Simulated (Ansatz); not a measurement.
# La on Al(100): change of the work function

Wanted: Δφ(θ) for La/Al(100), starting from the hollow site.

Calculated with Ansatz 0.2.0; plane-wave DFT, PBE, Ansatz PAW.

### 1. Set-up

The cell holds 4 atoms: 4 Al. Cell: a = 2.864 Å, b = 2.864 Å, c = 24.075 Å, α = 90.0°, β = 90.0°, γ = 90.0°. Vacuum lies along c.

### 2. The clean slab

The bare slab comes first, as the zero from which every change is counted. The two lowest layers are held at bulk places and the upper ones relax. The dipole correction removes the false field that a one-sided slab makes across the periodic vacuum, so each face gets a flat vacuum level of its own.

File input.yaml:

```yaml
crystal:
  lattice:
    - [2.8637824638, 0.0, 0.0]
    - [0.0, 2.8637824638, 0.0]
    - [0.0, 0.0, 24.075]
  atoms:
    - { symbol: Al, position: [0.5, 0.5, 0.3738317757] }
    - { symbol: Al, position: [0.0, 0.0, 0.4579439252] }
    - { symbol: Al, position: [0.5, 0.5, 0.5420560748] }
    - { symbol: Al, position: [0.0, 0.0, 0.6261682243] }
kpoints:
  mp_grid: { grid: [12, 12, 1] }
hamiltonian:
  xc: pbe
scf:
  occupations: { method: fermi_dirac, width: 0.1 }
  convergence: { dr2_threshold: 1.0e-08 }
efield:
  axis: 3
  dipole_correction: true
  ramp_position: 0.97
  ramp_width: 0.06
relax:
  f_tol: 0.02
  max_steps: 60
  constraints: [{ sites: [0, 1] }]
output:
  write_potential: true
  write_density: true
  volumetric_format: npy
```

Command:

```sh
> ansatz run input.yaml --threads 2 --pin off --max-ram 4096MiB --backend cpu --events-out ev --progress --plain --runs-dir out
```

Numbers of over 12 decimals in the logs are rounded to 6 here.

What it wrote:

```text
Engine: ansatz 0.2.0, aarch64-unknown-linux-gnu
Pseudopotentials: kind: paw
Pseudopotential: Al, paw, valence charge 3, recommended cutoff 420 eV (normal), Al.paw.azcp
Functional definition: PBE
  parameter kappa = 0.804
  parameter beta = 0.066725
  exchange = pbe_x(kappa = kappa, mu = beta*pi^2/3)
  correlation = pbe_c(beta = beta)
Crystal: 4 atoms, lattice volume = 197.445 Å³
Basis set: ecut = 420 eV, 3877 PW (Γ), exchange–correlation on 40×40×324 points (8 copies of the dense FFT grid, shifted against one another)
Bands: 10, of which v1, the nominal top of the filled ones, is band 6 counted from 1 (5 counted from 0)
Symmetry: 8 space group operations
k-points: 28 of 144
Non-local potential: Al, projectors of the file, l = 0: 2, l = 1: 2, l = 2: 1
PAW form: soft (Blöchl's): semilocal exchange-correlation on the pseudo side does not see the compensation charge
PAW one-centre angular grid: Al, 110 points (default); XC on 64 Gauss nodes
Initial density: superposition of atomic densities (neutral atoms: chi_scale 0, normalization atom), corrected by the library's trained network
Initial wavefunctions: pseudopotential atomic-orbital guess
Functional: x = pbe(κ = 0.804, μ = 0.219515), c = pbe(β = 0.066725)
SCF iter   1: F=—  HF=-2149.073312 eV  |F-HF|=—  |Δ(HF+E_count)|=         —  Δρ=1.35e-3  dr2=4.43e-2  ethr=1.77e-3  p=0.000 e·Å  D=4.85e-14 V/Å  ΔV_dip=-0.00 eV  dr2_dipole=8.88e-8  V_vac-E_F(+/−)=4.19/4.19 eV  ⟨swp⟩=7.7  Hψ=2497  notcnv=0
efield: sawtooth ramp at fractional position 0.9700 (set: `efield.ramp_position`, or a place that a band, a saddle search or an elastic batch's reference lends), width 0.0600; the density the first Hamiltonian is built on has a dipole p = 0.000 e·Å; the dipole correction subtracts the counter field D = 4.85e-14 V/Å, which shifts the + side's vacuum level by -0.00 eV against the − side's; the planar-averaged density in the ramp window peaks in size at 7.4e-6 e/Å³
preconditioner: auto → LDOS  [metal: Δε(μ)=0.111 eV  Ē_g=6.245 eV  σ=0.100 eV  W_gap=0.27  n_scr=12 (ndim 8)  ℏωp=9.2 eV  f_vac=0.539  D(μ)=1.77/eV (n_scr^D=8)  β→1.0]
SCF iter   2: F=—  HF=-2149.069339 eV  |F-HF|=—  |Δ(HF+E_count)|=   3.97e-3  Δρ=3.72e-4  dr2=2.51e-4  ethr=3.69e-4  p=-0.000 e·Å  D=-1.60e-6 V/Å  ΔV_dip=0.00 eV  dr2_dipole=1.12e-7  V_vac-E_F(+/−)=4.30/4.30 eV  ⟨swp⟩=1.2  Hψ=520  notcnv=0
SCF iter   3: F=—  HF=-2149.069584 eV  |F-HF|=—  |Δ(HF+E_count)|=   2.45e-4  Δρ=6.51e-5  dr2=6.56e-5  ethr=2.09e-6  p=0.000 e·Å  D=1.17e-6 V/Å  ΔV_dip=-0.00 eV  dr2_dipole=1.44e-9  V_vac-E_F(+/−)=4.30/4.30 eV  ⟨swp⟩=2.6  Hψ=554  notcnv=0
SCF iter   4: F=—  HF=-2149.069765 eV  |F-HF|=—  |Δ(HF+E_count)|=   1.81e-4  Δρ=1.90e-5  dr2=7.49e-6  ethr=5.47e-7  p=0.000 e·Å  D=1.08e-6 V/Å  ΔV_dip=-0.00 eV  dr2_dipole=3.03e-11  V_vac-E_F(+/−)=4.30/4.30 eV  ⟨swp⟩=1.5  Hψ=319  notcnv=0
SCF iter   5: F=—  HF=-2149.069768 eV  |F-HF|=—  |Δ(HF+E_count)|=   2.21e-6  Δρ=2.85e-6  dr2=1.76e-8  ethr=6.24e-8  p=0.000 e·Å  D=1.02e-7 V/Å  ΔV_dip=-0.00 eV  dr2_dipole=2.53e-10  V_vac-E_F(+/−)=4.30/4.30 eV  ⟨swp⟩=2.1  Hψ=349  notcnv=0
SCF iter   6: F=-2149.069768 eV  HF=-2149.069768 eV  |F-HF|=2.17e-9  |Δ(HF+E_count)|=   1.32e-7  Δρ=9.95e-7  dr2=8.50e-9  ethr=8.33e-11  p=0.000 e·Å  D=2.78e-7 V/Å  ΔV_dip=-0.00 eV  dr2_dipole=9.34e-11  V_vac-E_F(+/−)=4.30/4.30 eV  ⟨swp⟩=10.3  Hψ=2053  notcnv=0
SCF 1 converged in 6 iterations: F = -2149.069768 eV  dr2 = 8.50e-9
  greatest PAW one-centre occupation: 0.476 electrons in one spin orbital (limit 2), on the Al atom at site 0 (counted from 0), in its partial waves of l = 0
relax step   1: F+E_penalty+E_count = -2149.06976777 eV  Δ(F+E_penalty+E_count) = +0.000e0 eV  max|allowed force component| = 8.598e-2 eV/Å  Δτ_max = 0.0000 Å  (6 SCF iters, accepted)
Initial density: handed on by an earlier stage of this run
Initial wavefunctions: those handed on with the density
iter 1 solved again at ethr=3.58e-5 eV; its pass at ethr=3.10e-3 eV (dr2=4.30e-3 eV) is discarded
SCF iter   1: F=—  HF=-2149.070734 eV  |F-HF|=—  |Δ(HF+E_count)|=         —  Δρ=3.87e-4  dr2=4.25e-3  ethr=3.58e-5  p=0.000 e·Å  D=2.79e-7 V/Å  ΔV_dip=-0.00 eV  dr2_dipole=8.48e-4  V_vac-E_F(+/−)=4.30/4.30 eV  ⟨swp⟩=1.1  Hψ=1337  notcnv=0
efield: sawtooth ramp at fractional position 0.9700 (set: `efield.ramp_position`, or a place that a band, a saddle search or an elastic batch's reference lends), width 0.0600; the density the first Hamiltonian is built on has a dipole p = 0.000 e·Å; the dipole correction subtracts the counter field D = 2.79e-7 V/Å, which shifts the + side's vacuum level by -0.00 eV against the − side's; the planar-averaged density in the ramp window peaks in size at 1.1e-7 e/Å³
preconditioner: auto → LDOS  [metal: Δε(μ)=0.091 eV  Ē_g=6.216 eV  σ=0.100 eV  W_gap=0.22  n_scr=12 (ndim 8)  ℏωp=9.2 eV  f_vac=0.537  D(μ)=1.89/eV (n_scr^D=10)  β→1.0]
SCF iter   2: F=—  HF=-2149.070368 eV  |F-HF|=—  |Δ(HF+E_count)|=   3.66e-4  Δρ=2.37e-4  dr2=6.53e-4  ethr=3.54e-5  p=0.000 e·Å  D=5.37e-5 V/Å  ΔV_dip=-0.00 eV  dr2_dipole=5.89e-5  V_vac-E_F(+/−)=4.30/4.30 eV  ⟨swp⟩=2.3  Hψ=395  notcnv=0
SCF iter   3: F=—  HF=-2149.070334 eV  |F-HF|=—  |Δ(HF+E_count)|=   3.37e-5  Δρ=4.24e-5  dr2=3.63e-5  ethr=5.44e-6  p=0.000 e·Å  D=3.76e-4 V/Å  ΔV_dip=-0.01 eV  dr2_dipole=5.08e-6  V_vac-E_F(+/−)=4.29/4.30 eV  ⟨swp⟩=2.6  Hψ=441  notcnv=0
SCF iter   4: F=—  HF=-2149.070508 eV  |F-HF|=—  |Δ(HF+E_count)|=   1.74e-4  Δρ=8.66e-6  dr2=3.60e-7  ethr=3.03e-7  p=0.000 e·Å  D=3.71e-4 V/Å  ΔV_dip=-0.01 eV  dr2_dipole=7.84e-10  V_vac-E_F(+/−)=4.29/4.30 eV  ⟨swp⟩=1.8  Hψ=407  notcnv=0
SCF iter   5: F=—  HF=-2149.070509 eV  |F-HF|=—  |Δ(HF+E_count)|=   2.68e-7  Δρ=2.82e-6  dr2=1.69e-8  ethr=3.00e-9  p=0.000 e·Å  D=3.75e-4 V/Å  ΔV_dip=-0.01 eV  dr2_dipole=8.23e-10  V_vac-E_F(+/−)=4.29/4.30 eV  ⟨swp⟩=2.5  Hψ=523  notcnv=0
SCF iter   6: F=-2149.070509 eV  HF=-2149.070509 eV  |F-HF|=3.51e-9  |Δ(HF+E_count)|=   4.54e-8  Δρ=6.32e-7  dr2=1.37e-9  ethr=8.33e-11  p=0.000 e·Å  D=3.78e-4 V/Å  ΔV_dip=-0.01 eV  dr2_dipole=1.04e-10  V_vac-E_F(+/−)=4.29/4.30 eV  ⟨swp⟩=9.2  Hψ=1838  notcnv=0
SCF 2 converged in 6 iterations: F = -2149.070509 eV  dr2 = 1.37e-9
  greatest PAW one-centre occupation: 0.477 electrons in one spin orbital (limit 2), on the Al atom at site 3 (counted from 0), in its partial waves of l = 0
relax step   2: F+E_penalty+E_count = -2149.07050878 eV  Δ(F+E_penalty+E_count) = -7.410e-4 eV  max|allowed force component| = 1.989e-2 eV/Å  Δτ_max = 0.0157 Å  (6 SCF iters, accepted)
NSCF: frozen V_eff on 28 k-points
the search or the solves at the SCF's close seem to have found levels that the self-consistency loop had missed (the run counts 1). By its estimate they hold under 1e-12 electrons; where the run keeps them, the occupations were computed again with them
WARN: The output density's exchange-correlation potential varies sharply where the density is thin. Do not read a vacuum level from v_tot or v_xc, or from such a field of the output density. On a cell that repeats whose density bears no net charge and no dipole along the vacuum's axis use v_es (v_loc + v_h of the components); under efield.dipole_correction with no amplitude use v_es + v_field, which holds any externa [...]
SCF converged after 6 iterations
Free energy (F): -2149.070509 eV
Harris-Foulkes:  -2149.070509 eV  (|F-HF|=3.51e-9)
Internal energy: -2149.011085 eV  (E = F + TS)
E sigma→0 (E₀):  -2149.040797 eV
Entropy (-TS):   -0.059424 eV (-14.856 meV/atom)
Fermi energy:    -0.147918 eV
Dipole field:    D = 0.000364 V/Å  (p = 0.000397 e·Å, saw-weighted, corrected)
Work function:   Φ+ = 4.2929 eV   Φ− = 4.3016 eV
Levels:          The Fermi level and band energies are counted from a zero that moves with the ramp; work functions are not
--- Per-component energies (eV) ---
  E_band       = -50.329324
  E_kinetic    = 85.713780
  E_local      = -2761.718043  (includes V_loc(G=0)·N_el)
  E_nonlocal   = 41.955323
  E_hartree    = 1354.964325
  E_xc         = -155.889557
  E_vxc        = -111.721352  (∫ρ·V_xc dr)
  E_paw        = -1869.136310  (= ΣΔE_a)
  E_vpaw       = -14.488216  (= ΣTr[D̂ρ^β])
  E_aug_tail   = -0.000009  (compensation charges beyond the density's cutoff)
  E_efield     = 0.000000  (sawtooth field / dipole correction)
  E_vefield    = 0.000005  (∫n·V_field dr)
  E_ewald      = 1155.099405
  E_smearing   = -0.059424  (= −TS)
  E_closure    = -0.000000  (closes the sum)
  Σ components = -2149.070509   (vs F -2149.070509, Δ=0.00e0)
--- Forces (eV/Å), atoms counted from 1 ---
  atom   1  Al     0.00000000     0.00000000    -0.04353659
  atom   2  Al     0.00000000     0.00000000     0.03675531
  atom   3  Al    -0.00000000     0.00000000     0.01989361
  atom   4  Al     0.00000000     0.00000000    -0.01311337
  max |Σ_I F_I| component: 1.04e-6 eV/Å
--- Band table (eV; the first three rows and the last of 28) ---
  k-point 0: bands = ["-10.7344", "-9.3519", "-7.2434", "-4.4197", "-2.1006", "1.3274", "3.2832", "4.1394", "4.3751", "5.5434"]
  k-point 1: bands = ["-10.6095", "-9.2280", "-7.1208", "-4.2979", "-1.9846", "1.4396", "3.4047", "3.5200", "4.2685", "4.4924"]
  k-point 2: bands = ["-10.2356", "-8.8569", "-6.7537", "-3.9335", "-1.6377", "1.1533", "1.8770", "2.5034", "3.7893", "4.4870"]
  k-point 27: bands = ["-2.5943", "-2.5943", "-1.3140", "-1.3140", "-1.2842", "-1.2630", "0.1501", "0.1695", "0.6486", "0.6486"]
--- Relaxed structure (2 steps of the walk, 2 accepted, 0 SCFs on fresh bases) ---
  F+E_penalty+E_count = -2149.07050878 eV   max|allowed force component| = 1.989e-2 eV/Å
  atoms:
    - { symbol: Al, position: [0.5, 0.5, 0.373832] }
    - { symbol: Al, position: [0.0, 0.0, 0.457944] }
    - { symbol: Al, position: [0.5, 0.5, 0.541405] }
    - { symbol: Al, position: [0, 0.0, 0.626621] }
```

The job ended after 8.4 s (2 threads of Arm Neoverse V1, shared host; peak memory 0.37 GiB).

The steps of the relaxation:

```csv
step,energy less that of the first step (eV),largest force component (eV/Å)
1,0.0000,0.0860
2,-0.0007,0.0199
```

The run keeps the 8 symmetry operations that it works with, so distortions that break them were not tested.

The atoms that moved most (Å):

```csv
atom,dx,dy,dz,length
Al3,0.000,0.000,-0.016,0.016
Al4,0.000,0.000,0.011,0.011
```

The relaxed structure:

```cif
data_structure
_symmetry_space_group_name_H-M 'P 1'
_symmetry_Int_Tables_number 1
_cell_length_a 2.8638
_cell_length_b 2.8638
_cell_length_c 24.0750
_cell_angle_alpha 90.000
_cell_angle_beta 90.000
_cell_angle_gamma 90.000
_cell_volume 197.45
loop_
_atom_site_label
_atom_site_type_symbol
_atom_site_fract_x
_atom_site_fract_y
_atom_site_fract_z
_atom_site_occupancy
Al1 Al 0.50000 0.50000 0.37383 1
Al2 Al 0.00000 0.00000 0.45794 1
Al3 Al 0.50000 0.50000 0.54141 1
Al4 Al 0.00000 0.00000 0.62662 1
```

Numbers from this step:

```yaml
energy_at_zero_smearing: -2149.0408 eV
work_function_upper_face: 4.293 eV
dipole_along_the_normal: 3.97e-4 e·Å
```

Running mean over 2.025 Å of the planar mean; the ramp of the sawtooth is left out. Electron's electrostatic potential energy less the Fermi level against z:

```csv
z (Å),electron's electrostatic potential energy less the Fermi level (eV)
3.0,4.30
3.5,4.30
4.0,4.30
4.5,4.30
5.0,4.30
5.5,4.28
6.0,4.23
6.5,4.06
7.0,3.50
7.5,1.87
8.0,-0.524
8.5,-2.83
9.0,-4.18
9.5,-4.50
10.0,-4.56
10.5,-4.57
11.0,-4.58
11.5,-4.61
12.0,-4.62
12.5,-4.61
13.0,-4.56
13.5,-4.49
14.0,-4.45
14.5,-4.42
15.0,-4.25
15.5,-3.15
16.0,-0.942
16.5,1.48
17.0,3.30
17.5,4.00
18.0,4.21
18.5,4.27
19.0,4.29
19.5,4.29
20.0,4.29
20.5,4.29
21.0,4.29
```

The relaxation took 2 steps and lowered the energy by 7.4e-4 eV; the largest force on the free atoms ends at 0.020 eV/Å.

The work function of the upper face is 4.29 eV.

(Part 1 of 3 ends here.)

[Logs are printed without paths, hosts, clocks, repeated set-up lines and the standing remarks that a program may print on its own settings, such as how far it seeks lower states.]

[Hosts, paths, dates, database ids (printed as entryN), source tags and the programs' standing remarks are cut or masked in the printed files.]

[Maps of the electrostatic potential energy from Ansatz leave out the sawtooth potential of an applied field or a dipole correction, so their vacuum need not be flat; planar profiles and work functions include it.]
